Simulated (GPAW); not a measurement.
Consider Mg (I4/mmm).

```xyz
1
Lattice="-1.8360 1.8360 1.6794 1.8360 -1.8360 1.6794 1.8360 1.8360 -1.6794" Properties=species:S:1:pos:R:3 pbc="T T T"
Mg    0.0000    0.0000    0.0000
```

Absorber: atom 1, with 8 Mg at 3.09 Å, 2 Mg at 3.36 Å and 4 Mg at 3.67 Å (14-fold, site symmetry 4/mmm). Method: GPAW, LDA, excited-electron core hole (neutral cell), 15-atom cell with 7.7 Å between holes, 6×6×6 k points, dipole transitions, Gaussian full width 0.9 eV up to 4 eV, rising linearly to 3.5 eV at 25 eV.

This is not the structure that Mg takes at ambient pressure and room temperature (hexagonal, No. 194); it is a model or a phase of other conditions.

What does the Mg K edge look like?

Main maxima up to 24 eV above the zero (height): 1.6 eV (1.07), 3.0 eV (1.15), 4.8 eV (1.11) and 8.5 eV (1.24). A K edge sees empty p states on the absorber. The total-energy difference is 1307.42 eV. One term is added: -12.89 eV, since the hole is spin-paired here and a spin-polarised one costs that much less in the free atom (computed apart). The photon energy is then 1294.53 eV. The tabulated edge of the element is 1303 eV. The functional leaves an error in such absolute values: in the free atom LDA prices this hole 6.5 eV below PBE (computed apart), and PBE is itself good to a few eV.

The Mg K spectrum (energy from the lowest empty level; intensity scaled to a mean of 1 over the first 20 eV; polarised curves are means over the symmetry-equivalent atoms):

| E (eV) | isotropic | ε ⊥ c | ε ∥ c |
| --- | --- | --- | --- |
| -2.0 | 0.00 | 0.00 | 0.00 |
| -1.4 | 0.00 | 0.00 | 0.00 |
| -0.8 | 0.02 | 0.02 | 0.02 |
| -0.2 | 0.28 | 0.29 | 0.25 |
| 0.4 | 0.77 | 0.81 | 0.69 |
| 1.0 | 0.92 | 0.94 | 0.87 |
| 1.6 | 1.07 | 1.10 | 1.00 |
| 2.2 | 1.03 | 1.08 | 0.92 |
| 2.8 | 1.15 | 1.21 | 1.03 |
| 3.4 | 1.12 | 1.16 | 1.03 |
| 4.0 | 1.06 | 1.07 | 1.05 |
| 4.6 | 1.10 | 1.07 | 1.16 |
| 5.2 | 1.08 | 1.00 | 1.26 |
| 5.8 | 1.05 | 0.99 | 1.17 |
| 6.4 | 1.11 | 1.10 | 1.13 |
| 7.0 | 1.11 | 1.11 | 1.10 |
| 7.6 | 1.15 | 1.17 | 1.12 |
| 8.2 | 1.23 | 1.25 | 1.20 |
| 8.8 | 1.23 | 1.24 | 1.21 |
| 9.4 | 1.18 | 1.19 | 1.18 |
| 10.0 | 1.14 | 1.13 | 1.17 |
| 10.6 | 1.10 | 1.07 | 1.15 |
| 11.2 | 1.07 | 1.04 | 1.12 |
| 11.8 | 1.07 | 1.05 | 1.11 |
| 12.4 | 1.07 | 1.06 | 1.08 |
| 13.0 | 1.03 | 1.03 | 1.02 |
| 13.6 | 0.99 | 1.00 | 0.98 |
| 14.2 | 0.97 | 0.97 | 0.97 |
| 14.8 | 0.95 | 0.94 | 0.97 |
| 15.4 | 0.92 | 0.89 | 0.96 |
| 16.0 | 0.88 | 0.84 | 0.95 |
| 16.6 | 0.84 | 0.80 | 0.93 |
| 17.2 | 0.81 | 0.76 | 0.89 |
| 17.8 | 0.77 | 0.74 | 0.84 |
| 18.4 | 0.74 | 0.72 | 0.76 |
| 19.0 | 0.70 | 0.72 | 0.67 |
| 19.6 | 0.68 | 0.73 | 0.58 |
| 20.2 | 0.67 | 0.74 | 0.51 |
| 20.8 | 0.66 | 0.76 | 0.46 |
| 21.4 | 0.66 | 0.77 | 0.43 |
| 22.0 | 0.65 | 0.76 | 0.42 |
| 22.6 | 0.63 | 0.74 | 0.43 |
| 23.2 | 0.62 | 0.70 | 0.45 |
| 23.8 | 0.60 | 0.65 | 0.49 |
| 24.4 | 0.58 | 0.60 | 0.55 |
| 25.0 | 0.57 | 0.55 | 0.61 |
| 25.6 | 0.56 | 0.51 | 0.66 |
| 26.2 | 0.56 | 0.48 | 0.70 |
| 26.8 | 0.56 | 0.48 | 0.73 |
| 27.4 | 0.57 | 0.48 | 0.74 |
| 28.0 | 0.58 | 0.49 | 0.75 |
| 28.6 | 0.59 | 0.51 | 0.75 |
| 29.2 | 0.60 | 0.53 | 0.74 |
| 29.8 | 0.62 | 0.56 | 0.73 |
| 30.4 | 0.65 | 0.61 | 0.72 |
| 31.0 | 0.69 | 0.68 | 0.72 |

Lifetime broadening is put in by hand, and intensities beyond about 20 eV depend on it and on the partial waves; weight that the partial waves miss at high energy is lost. The structure is a computed Materials Project entry and may be a hypothetical form.

[Banner, clock and machine lines of the logs are left out without a mark of their own.]

[Logs are printed without paths, hosts, clocks, repeated set-up lines and the standing remarks that a program may print on its own settings, such as how far it seeks lower states.]

[Hosts, paths, dates, database ids (printed as entryN), source tags and the programs' standing remarks are cut or masked in the printed files.]

[Lists of maxima count a maximum above −3 eV only where it reaches 4 % of the highest in the window and stands out from its surroundings by 2 % of it (1.5 % where it reaches 55 %); shoulders and weaker maxima are passed over, and of the rest the first, up to two pre-edge ones and the few strongest are named.]
